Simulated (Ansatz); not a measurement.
# Stack of 1T-PtSe2 under 1T-SnSe2 , shifted by a third of the diagonal in a perpendicular field

Aim: how the stack of 1T-PtSe2 under 1T-SnSe2 , shifted by a third of the diagonal screens a field along its normal, and what the field does to its bands. A positive field points along +c.

Calculated with Ansatz 0.2.0; plane-wave DFT, PBE-D3(BJ), Ansatz PAW.

### 1. The structure

The cell holds 6 atoms: 4 Se, 1 Pt and 1 Sn. Cell: a = 3.810 Å, b = 3.810 Å, c = 45.978 Å, α = 90.0°, β = 90.0°, γ = 120.0°. Regions: layer 1: 1T-PtSe2, 3 atoms (2 Se and 1 Pt); layer 2: 1T-SnSe2, 3 atoms (2 Se and 1 Sn). Vacuum lies along c.

### 2. Relaxation

The starting cell is a guess, so the in-plane lattice and the atoms are relaxed first, with the slab cut off from its images along the normal.

File input.yaml:

```yaml
crystal:
  lattice:
    - [3.81, 0.0, 0.0]
    - [-1.905, 3.2995567884, 0.0]
    - [0.0, 0.0, 45.9782068401]
  atoms:
    - { symbol: Se, position: [0.6666666667, 0.3333333333, 0.4186766149] }
    - { symbol: Pt, position: [0.0, 0.0, 0.4433374048] }
    - { symbol: Se, position: [0.3333333333, 0.6666666667, 0.4679981947] }
    - { symbol: Se, position: [0.0, 0.0, 0.5354214418] }
    - { symbol: Sn, position: [0.3333333333, 0.6666666667, 0.5583724134] }
    - { symbol: Se, position: [0.6666666667, 0.3333333333, 0.5813233851] }
  periodic: [true, true, false]
kpoints:
  mp_grid: { grid: [12, 12, 1] }
hamiltonian:
  xc: pbe
  dispersion: d3bj
scf:
  occupations: { method: fermi_dirac, width: 0.05 }
  convergence: { dr2_threshold: 1.0e-09 }
relax:
  f_tol: 0.004
  max_steps: 90
  cell: {}
output:
  write_potential: true
  write_density: true
  volumetric_format: npy
```

The run is started by

```sh
> ansatz run input.yaml --threads 4 --pin off --max-ram 8192MiB --backend cpu --events-out ev --progress --plain --runs-dir out
```

The program printed:

```text
Warning: relax.cell: scf.convergence.dr2_threshold = 1e-9 eV is looser than the 1.9640724379e-10 eV advised for a relaxation that steers and ends on the stress (1e-10 eV for each atom of the cell: 6, times the square of relax.cell.stress_2d_tol = 0.05 N/m over 17.5 Å (the atoms' height at the walk's start and 5 Å past either face), 2.861e-2 GPa, over a crystal's default 0.05). What an SCF threshold leaves in a stress goes as its square root, and in the free energy as the threshold itself, and one threshold admits the most on a small cell: [figures from the program's tests cut] Set scf.convergence.dr2_threshold to 1.9640724379e-10 eV or tighter. [rest of the remark cut]
Engine: ansatz 0.2.0, x86_64-unknown-linux-gnu
Pseudopotentials: kind: paw
Pseudopotential: Se, paw, valence charge 16, recommended cutoff 420 eV (normal), Se.paw.azcp
Pseudopotential: Pt, paw, valence charge 18, recommended cutoff 420 eV (normal), Pt.paw.azcp
Pseudopotential: Sn, paw, valence charge 14, recommended cutoff 420 eV (normal), Sn.paw.azcp
Functional definition: PBE
  parameter kappa = 0.804
  parameter beta = 0.066725
  exchange = pbe_x(kappa = kappa, mu = beta*pi^2/3)
  correlation = pbe_c(beta = beta)
Crystal: 6 atoms, lattice volume = 578.006 Å³
Basis set: ecut = 420 eV, 11301 PW (Γ), exchange–correlation on 54×54×640 points (8 copies of the dense FFT grid, shifted against one another)
Bands: 58, of which v1, the nominal top of the filled ones, is band 48 counted from 1 (47 counted from 0)
Symmetry: 6 space group operations
Space group: P3m1 (ITA 156), of the structure as read, at distance tolerance 8.3e-5 Å
k-points: 19 of 144 (time reversal used)
Non-local potential: Se, projectors of the file, l = 0: 2, l = 1: 2, l = 2: 3, l = 3: 1
Non-local potential: Pt, projectors of the file, l = 0: 3, l = 1: 2, l = 2: 2, l = 3: 1
Non-local potential: Sn, projectors of the file, l = 0: 2, l = 1: 2, l = 2: 2, l = 3: 2
PAW form: soft (Blöchl's): semilocal exchange-correlation on the pseudo side does not see the compensation charge
PAW one-centre angular grid: Se, 590 points (default); XC on 64 Gauss nodes
PAW one-centre angular grid: Pt, 590 points (default); XC on 64 Gauss nodes
PAW one-centre angular grid: Sn, 590 points (default); XC on 64 Gauss nodes
Initial density: superposition of atomic densities (neutral atoms: chi_scale 0, normalization atom), corrected by the library's trained network
Initial wavefunctions: pseudopotential atomic-orbital guess
Functional: x = pbe(κ = 0.804, μ = 0.219515), c = pbe(β = 0.066725)
SCF iter   1: F=—  HF=-40424.189083 eV  |F-HF|=—  |Δ(HF+E_count)|=         —  Δρ=1.79e-3  dr2=3.90e-2  ethr=1.77e-3  ⟨swp⟩=16.9  Hψ=6963  notcnv=0  defer=24
preconditioner: auto → Resta (q_TF=auto, 2.023 Å⁻¹)  ε∞=1.8  [insulator: Δε(μ)=0.721 eV  Ē_g=10.409 eV  σ=0.050 eV  W_gap=1.00  n_scr=82 (ndim 8)  ℏωp=9.5 eV  f_vac=0.761  D(μ)=0.00/eV (n_scr^D=0)  ε∞_Penn≈1.8  vacuum switching on, ρ_ref=7.9e-3 e/Å³]
SCF iter   2: F=—  HF=-40424.188702 eV  |F-HF|=—  |Δ(HF+E_count)|=   3.80e-4  Δρ=1.07e-3  dr2=4.04e-2  ethr=4.06e-5  ⟨swp⟩=3.8  Hψ=2845  notcnv=0  defer=63
SCF iter   3: F=—  HF=-40424.187451 eV  |F-HF|=—  |Δ(HF+E_count)|=   1.25e-3  Δρ=7.47e-4  dr2=2.81e-2  ethr=4.06e-5  ⟨swp⟩=3.3  Hψ=1689  notcnv=0  defer=63
SCF iter   4: F=—  HF=-40424.185415 eV  |F-HF|=—  |Δ(HF+E_count)|=   2.04e-3  Δρ=3.57e-4  dr2=3.58e-3  ethr=2.93e-5  ⟨swp⟩=2.9  Hψ=1571  notcnv=0  defer=63
SCF iter   5: F=—  HF=-40424.185040 eV  |F-HF|=—  |Δ(HF+E_count)|=   3.75e-4  Δρ=1.63e-4  dr2=3.08e-4  ethr=3.73e-6  ⟨swp⟩=2.9  Hψ=1698  notcnv=0  defer=62
SCF iter   6: F=—  HF=-40424.185122 eV  |F-HF|=—  |Δ(HF+E_count)|=   8.21e-5  Δρ=5.18e-5  dr2=1.27e-5  ethr=3.20e-7  ⟨swp⟩=3.2  Hψ=1929  notcnv=0  defer=62
SCF iter   7: F=—  HF=-40424.185102 eV  |F-HF|=—  |Δ(HF+E_count)|=   2.00e-5  Δρ=2.76e-5  dr2=6.53e-6  ethr=1.32e-8  ⟨swp⟩=3.7  Hψ=2329  notcnv=0  defer=62
SCF iter   8: F=—  HF=-40424.185200 eV  |F-HF|=—  |Δ(HF+E_count)|=   9.75e-5  Δρ=1.05e-5  dr2=1.02e-6  ethr=6.81e-9  ⟨swp⟩=2.7  Hψ=1561  notcnv=0  defer=62
SCF iter   9: F=—  HF=-40424.185200 eV  |F-HF|=—  |Δ(HF+E_count)|=   2.26e-7  Δρ=3.86e-6  dr2=9.21e-8  ethr=1.06e-9  ⟨swp⟩=3.1  Hψ=1807  notcnv=0  defer=62
SCF iter  10: F=—  HF=-40424.185200 eV  |F-HF|=—  |Δ(HF+E_count)|=   1.55e-7  Δρ=1.02e-6  dr2=8.83e-9  ethr=9.60e-11  ⟨swp⟩=3.0  Hψ=1948  notcnv=0  defer=62
SCF iter  11: F=-40424.185200 eV  HF=-40424.185200 eV  |F-HF|=6.11e-10  |Δ(HF+E_count)|=   2.49e-8  Δρ=2.85e-7  dr2=6.84e-10  ethr=1.04e-12  ⟨swp⟩=10.2  Hψ=9058  notcnv=0
SCF 1 converged in 11 iterations: F = -40424.185200 eV  dr2 = 6.84e-10
  greatest PAW one-centre occupation: 1.000 electrons in one spin orbital (limit 2), on the Pt atom at site 1 (counted from 0), in its partial waves of l = 0
relax step   1: F+E_penalty+E_count = -40424.18520044 eV  Δ(F+E_penalty+E_count) = +0.000e0 eV  max|allowed force component| = 5.980e0 eV/Å  Δτ_max = 0.0000 Å  P = +23.999 N/m  Ω = 578.006 Å³  fix = [c, alpha, beta]  reactions: c +0.000 N/m  (11 SCF iters, accepted)
Crystal: 6 atoms, lattice volume = 587.133 Å³
Basis set: ecut = 420 eV, 11445 PW (Γ), exchange–correlation on 54×54×640 points (8 copies of the dense FFT grid, shifted against one another)
Initial density: handed on by an earlier stage of this run
Initial wavefunctions: those handed on with the density
iter 1 solved again at ethr=1.06e-4 eV; its pass at ethr=3.10e-3 eV (dr2=1.02e-1 eV) is discarded
SCF iter   1: F=—  HF=-40426.363599 eV  |F-HF|=—  |Δ(HF+E_count)|=         —  Δρ=3.73e-3  dr2=1.01e-1  ethr=1.06e-4  ⟨swp⟩=4.6  Hψ=6912  notcnv=0
preconditioner: auto → Resta (q_TF=auto, 2.018 Å⁻¹)  ε∞=1.9  [insulator: Δε(μ)=0.617 eV  Ē_g=10.013 eV  σ=0.050 eV  W_gap=0.99  n_scr=94 (ndim 8)  ℏωp=9.4 eV  f_vac=0.756  D(μ)=0.01/eV (n_scr^D=0)  ε∞_Penn≈1.9  vacuum switching on, ρ_ref=7.3e-3 e/Å³]
SCF iter   2: F=—  HF=-40426.347111 eV  |F-HF|=—  |Δ(HF+E_count)|=   1.65e-2  Δρ=2.05e-3  dr2=6.28e-2  ethr=1.05e-4  ⟨swp⟩=4.7  Hψ=2332  notcnv=0  defer=7
preconditioner: auto → LDOS  [insulator: Δε(μ)=0.411 eV  Ē_g=9.979 eV  σ=0.050 eV  W_gap=0.96  n_scr=94 (ndim 8)  ℏωp=9.4 eV  f_vac=0.756  D(μ)=0.08/eV (n_scr^D=2)  ε∞_Penn≈1.9  β→1.0]
SCF iter   3: F=—  HF=-40426.346413 eV  |F-HF|=—  |Δ(HF+E_count)|=   6.99e-4  Δρ=1.44e-3  dr2=4.22e-2  ethr=6.54e-5  ⟨swp⟩=3.3  Hψ=1995  notcnv=0  defer=54
SCF iter   4: F=—  HF=-40426.341188 eV  |F-HF|=—  |Δ(HF+E_count)|=   5.22e-3  Δρ=3.02e-4  dr2=1.85e-3  ethr=4.40e-5  ⟨swp⟩=2.9  Hψ=1818  notcnv=0  defer=59
[...]
relax step   4: F+E_penalty+E_count = -40427.64385935 eV  Δ(F+E_penalty+E_count) = -2.958e-1 eV  max|allowed force component| = 2.501e-1 eV/Å  Δτ_max = 0.1942 Å  P = -0.454 N/m  Ω = 576.062 Å³  energy of the carried Pulay correction = +1.562e-4 eV  fix = [c, alpha, beta]  reactions: c -0.000 N/m  (12 SCF iters, accepted)
[...]
relax step   5: F+E_penalty+E_count = -40427.67750375 eV  Δ(F+E_penalty+E_count) = -3.364e-2 eV  max|allowed force component| = 8.598e-2 eV/Å  Δτ_max = 0.1909 Å  P = -0.693 N/m  Ω = 570.354 Å³  energy of the carried Pulay correction = +6.178e-4 eV  fix = [c, alpha, beta]  reactions: c -0.000 N/m  (11 SCF iters, accepted)
[...]
relax step   6: F+E_penalty+E_count = -40427.67952263 eV  Δ(F+E_penalty+E_count) = -2.019e-3 eV  max|allowed force component| = 9.148e-2 eV/Å  Δτ_max = 0.0298 Å  P = -0.084 N/m  Ω = 565.692 Å³  energy of the carried Pulay correction = +9.983e-4 eV  fix = [c, alpha, beta]  reactions: c -0.000 N/m  (9 SCF iters, accepted)
[...]
relax step   7: F+E_penalty+E_count = -40427.68031915 eV  Δ(F+E_penalty+E_count) = -7.965e-4 eV  max|allowed force component| = 1.447e-2 eV/Å  Δτ_max = 0.0095 Å  P = +0.057 N/m  Ω = 566.442 Å³  energy of the carried Pulay correction = +9.369e-4 eV  fix = [c, alpha, beta]  reactions: c +0.000 N/m  (8 SCF iters, accepted)
[...]
relax step   8: F+E_penalty+E_count = -40427.68033709 eV  Δ(F+E_penalty+E_count) = -1.795e-5 eV  max|allowed force component| = 1.716e-3 eV/Å  Δτ_max = 0.0020 Å  P = +0.002 N/m  Ω = 566.536 Å³  energy of the carried Pulay correction = +9.292e-4 eV  fix = [c, alpha, beta]  reactions: c +0.000 N/m  (8 SCF iters, accepted)
Initial wavefunctions: pseudopotential atomic-orbital guess (no wavefunctions were taken with the density)
iter 1 solved again at ethr=5.74e-7 eV; its pass at ethr=3.10e-3 eV (dr2=5.51e-4 eV) is discarded
SCF iter   1: F=—  HF=-40427.679629 eV  |F-HF|=—  |Δ(HF+E_count)|=         —  Δρ=1.48e-5  dr2=2.20e-7  ethr=5.74e-7  ⟨swp⟩=6.2  Hψ=10672  notcnv=0
eigensolver tolerance schedule: the retry pair's looser diagonalisation over-reported the residual by 2503.77 of it (diagonalisation noise at 0.86 of the residual, at the tolerance the schedule requests for it); recorded, not acted on — ethr = c·dr2/N_el stays at c = 1.0e-1
preconditioner: auto → LDOS  [insulator: Δε(μ)=0.335 eV  Ē_g=9.576 eV  σ=0.050 eV  W_gap=0.92  n_scr=82 (ndim 8)  ℏωp=9.6 eV  f_vac=0.739  D(μ)=0.12/eV (n_scr^D=2)  ε∞_Penn≈2.0  β→1.0]
SCF iter   2: F=—  HF=-40427.679736 eV  |F-HF|=—  |Δ(HF+E_count)|=   1.07e-4  Δρ=6.05e-6  dr2=1.74e-7  ethr=2.29e-10  ⟨swp⟩=5.1  Hψ=3642  notcnv=0
SCF iter   3: F=—  HF=-40427.679736 eV  |F-HF|=—  |Δ(HF+E_count)|=   8.20e-8  Δρ=3.11e-6  dr2=1.06e-7  ethr=1.81e-10  ⟨swp⟩=2.6  Hψ=2030  notcnv=0
SCF iter   4: F=—  HF=-40427.679736 eV  |F-HF|=—  |Δ(HF+E_count)|=   1.07e-8  Δρ=1.28e-6  dr2=1.71e-8  ethr=1.10e-10  ⟨swp⟩=3.0  Hψ=1746  notcnv=0
SCF iter   5: F=—  HF=-40427.679736 eV  |F-HF|=—  |Δ(HF+E_count)|=   1.18e-9  Δρ=3.29e-7  dr2=1.02e-9  ethr=1.04e-12  ⟨swp⟩=16.9  Hψ=9587  notcnv=0
SCF iter   6: F=—  HF=-40427.679736 eV  |F-HF|=—  |Δ(HF+E_count)|=  8.00e-11  Δρ=1.67e-7  dr2=1.13e-9  ethr=1.04e-12  ⟨swp⟩=10.1  Hψ=6346  notcnv=0
SCF iter   7: F=-40427.679736 eV  HF=-40427.679736 eV  |F-HF|=9.39e-10  |Δ(HF+E_count)|=  2.91e-10  Δρ=5.99e-8  dr2=1.08e-10  ethr=1.04e-12  ⟨swp⟩=7.9  Hψ=6146  notcnv=0
SCF 9 converged in 7 iterations: F = -40427.679736 eV  dr2 = 1.08e-10
relax step   9: F+E_penalty+E_count = -40427.67973626 eV  Δ(F+E_penalty+E_count) = +6.008e-4 eV  max|allowed force component| = 1.717e-3 eV/Å  Δτ_max = 0.0000 Å  P = -0.019 N/m  Ω = 566.536 Å³  fix = [c, alpha, beta]  reactions: c -0.000 N/m  stress off target by 1.85e-2 N/m on what of the cell is left free  SCF on the basis re-selected at this cell (its energy is not comparable with the rows above)  (7 SCF iters)
basis re-selected at this cell: Δ(F+E_penalty+E_count) = +6.008e-4 eV, ΔP = -0.021 N/m vs the last step (what re-selecting the basis moved, of the pressure what is left beyond the Pulay correction that the steps carried, after the strain that the cell walked since its last selection, with what the two solves' SCF thresholds leave and, on support functions, any second-order correction that the steps lacked; it is no m [...]
WARN: The input density's exchange-correlation potential varies sharply where the density is thin. Do not read a vacuum level from v_tot or v_xc, or from such a field of the output density. On a cell that repeats whose density bears no net charge and no dipole along the vacuum's axis use v_es (v_loc + v_h of the components); under efield.dipole_correction with no amplitude use v_es + v_field, which holds any external [...]
SCF converged after 7 iterations
Free energy (F): -40427.679736 eV
Harris-Foulkes:  -40427.679736 eV  (|F-HF|=9.39e-10)
Internal energy: -40427.678281 eV  (E = F + TS)
E sigma→0 (E₀):  -40427.679008 eV
Entropy (-TS):   -0.001456 eV (-0.243 meV/atom)
Fermi energy:    -5.225391 eV
--- Per-component energies (eV) ---
  E_band       = -3347.750203
  E_kinetic    = 1297.765846
  E_local      = -549267.595966  (includes V_loc(G=0)·N_el)
  E_nonlocal   = -2213.059388
  E_hartree    = 273701.484741
  E_xc         = -1059.578106
  E_vxc        = -789.905047  (∫ρ·V_xc dr)
  E_paw        = -21241.449709  (= ΣΔE_a)
  E_vpaw       = 222.079909  (= ΣTr[D̂ρ^β])
  E_aug_tail   = -0.002225  (compensation charges beyond the density's cutoff)
  E_ewald      = 258356.782026
  E_disp       = -2.025498  (pairwise vdW)
  E_smearing   = -0.001456  (= −TS)
  E_closure    = 0.000000  (closes the sum)
  Σ components = -40427.679736   (vs F -40427.679736, Δ=0.00e0)
--- Forces (eV/Å), atoms counted from 1 ---
  atom   1  Se    -0.00000000     0.00000000    -0.00068438
  atom   2  Pt     0.00000000    -0.00000000     0.00006672
  atom   3  Se     0.00000000    -0.00000000     0.00017711
  atom   4  Se     0.00000000    -0.00000000     0.00071713
  atom   5  Sn    -0.00000000     0.00000000    -0.00171733
  atom   6  Se     0.00000000     0.00000000     0.00144002
  max |Σ_I F_I| component: 7.23e-7 eV/Å
--- 2D stress c σ (N/m, compression-positive) ---
       -0.018538       0.000000      -0.000000
        0.000000      -0.018538      -0.000000
       -0.000000      -0.000000      -0.000000
  P = ½ c Tr σ = -0.0185 N/m
--- Band table (eV; the first three rows and the last of 19) ---
  k-point 0: bands = [... 44 lower, -5.9612, -5.9612, -5.7876, -5.7876, -3.8520, -2.8520, -2.8520, -2.5875, ... 6 higher]
  k-point 1: bands = [... 44 lower, -5.9446, -5.9015, -5.7592, -5.6202, -3.6146, -3.2661, -2.9596, -2.1470, ... 6 higher]
  k-point 2: bands = [... 44 lower, -6.0165, -5.9405, -5.7923, -5.4604, -4.1224, -3.4483, -3.1522, -1.7897, ... 6 higher]
  k-point 18: bands = [... 44 lower, -6.9850, -6.7777, -6.7302, -6.6827, -4.3767, -3.9838, -3.6435, -0.9093, ... 6 higher]
  the weakly bound empty levels are not read free of the cell's end (no_gap_told)
--- Relaxed structure (8 steps of the walk, 8 accepted, 1 SCFs on fresh bases) ---
  F+E_penalty+E_count = -40427.67973626 eV   max|allowed force component| = 1.717e-3 eV/Å   (the final SCF, on the basis selected at the relaxed cell)
  cell:  # Å, volume = 566.5363 Å³
    - [3.772007, 0, 0]
    - [-1.886004, 3.266654, 0]
    - [0, 0, 45.9782068401]
  atoms:
    - { symbol: Se, position: [0.666667, 0.333333, 0.411224] }
    - { symbol: Pt, position: [0, 0, 0.439255] }
    - { symbol: Se, position: [0.333333, 0.666667, 0.467145] }
    - { symbol: Se, position: [0, 0, 0.527209] }
    - { symbol: Sn, position: [0.333333, 0.666667, 0.562600] }
    - { symbol: Se, position: [0.666667, 0.333333, 0.597696] }
```

Wall time 4.9 min (4 threads of Intel Xeon at 2.50GHz (Skylake/Cascade Lake), shared host); peak memory 1.4 GiB; 18 min of CPU time.

Reading the cycles: dr2 is the Hartree energy of the density residual (eV), the measure of convergence; HF is the Harris–Foulkes estimate of the energy, which meets the free energy F at convergence.

Relaxation path:

```
step  energy less that of the first step (eV)  largest force component (eV/Å)  volume (Å³)
   1                                   0.0000                          5.9801       578.01
   2                                  -2.1558                          3.6110       587.13
   3                                  -3.1629                          1.6560       585.77
   4                                  -3.4587                          0.2501       576.06
   5                                  -3.4923                          0.0860       570.35
   6                                  -3.4943                          0.0915       565.69
   7                                  -3.4951                          0.0145       566.44
   8                                  -3.4951                          0.0017       566.54
  9*                                  -3.4945                          0.0017       566.54
```

Relaxation steps marked * repeat the geometry before them on a plane-wave basis chosen anew for their cell, so energy and pressure can jump there.

Forces are held to the 6 operations that the program found; a distortion that breaks them can't arise in this run.

```
cell as run  before  after  change
      a (Å)   3.810  3.772  -1.0 %
      b (Å)   3.810  3.772  -1.0 %
```

The atoms that moved most (Å, along periodic axes as changes of fractional coordinates times the final cell, across vacuum about the mean position):

```
atom     dx     dy      dz  length
 Se6  0.000  0.000   0.753   0.753
 Se4  0.000  0.000  -0.378   0.378
 Se1  0.000  0.000  -0.343   0.343
 Sn5  0.000  0.000   0.194   0.194
 Pt2  0.000  0.000  -0.188   0.188
 Se3  0.000  0.000  -0.039   0.039
```

The relaxed structure:

```cif
data_structure
_symmetry_space_group_name_H-M 'P 1'
_symmetry_Int_Tables_number 1
_cell_length_a 3.7720
_cell_length_b 3.7720
_cell_length_c 45.9782
_cell_angle_alpha 90.000
_cell_angle_beta 90.000
_cell_angle_gamma 120.000
_cell_volume 566.54
loop_
_atom_site_label
_atom_site_type_symbol
_atom_site_fract_x
_atom_site_fract_y
_atom_site_fract_z
_atom_site_occupancy
Se1 Se 0.66667 0.33333 0.41122 1
Pt2 Pt 0.00000 0.00000 0.43926 1
Se3 Se 0.33333 0.66667 0.46714 1
Se4 Se 0.00000 0.00000 0.52721 1
Sn5 Sn 0.33333 0.66667 0.56260 1
Se6 Se 0.66667 0.33333 0.59770 1
```

Numbers from this step:

| Quantity | Value |
| --- | --- |
| energy at zero smearing | -40427.6790 eV |

The lattice constant a goes from 3.810 to 3.772 Å.

[end of part 1 of 3]

[Long decimals in the printed logs are rounded to 6 places.]

[Logs are printed without paths, hosts, clocks, repeated set-up lines and the standing remarks that a program may print on its own settings, such as how far it seeks lower states.]

[Hosts, paths, dates, database ids (printed as entryN), source tags and the programs' standing remarks are cut or masked in the printed files.]

[Maps of the electrostatic potential energy from Ansatz leave out the sawtooth potential of an applied field or a dipole correction, so their vacuum need not be flat; planar profiles and work functions include it.]
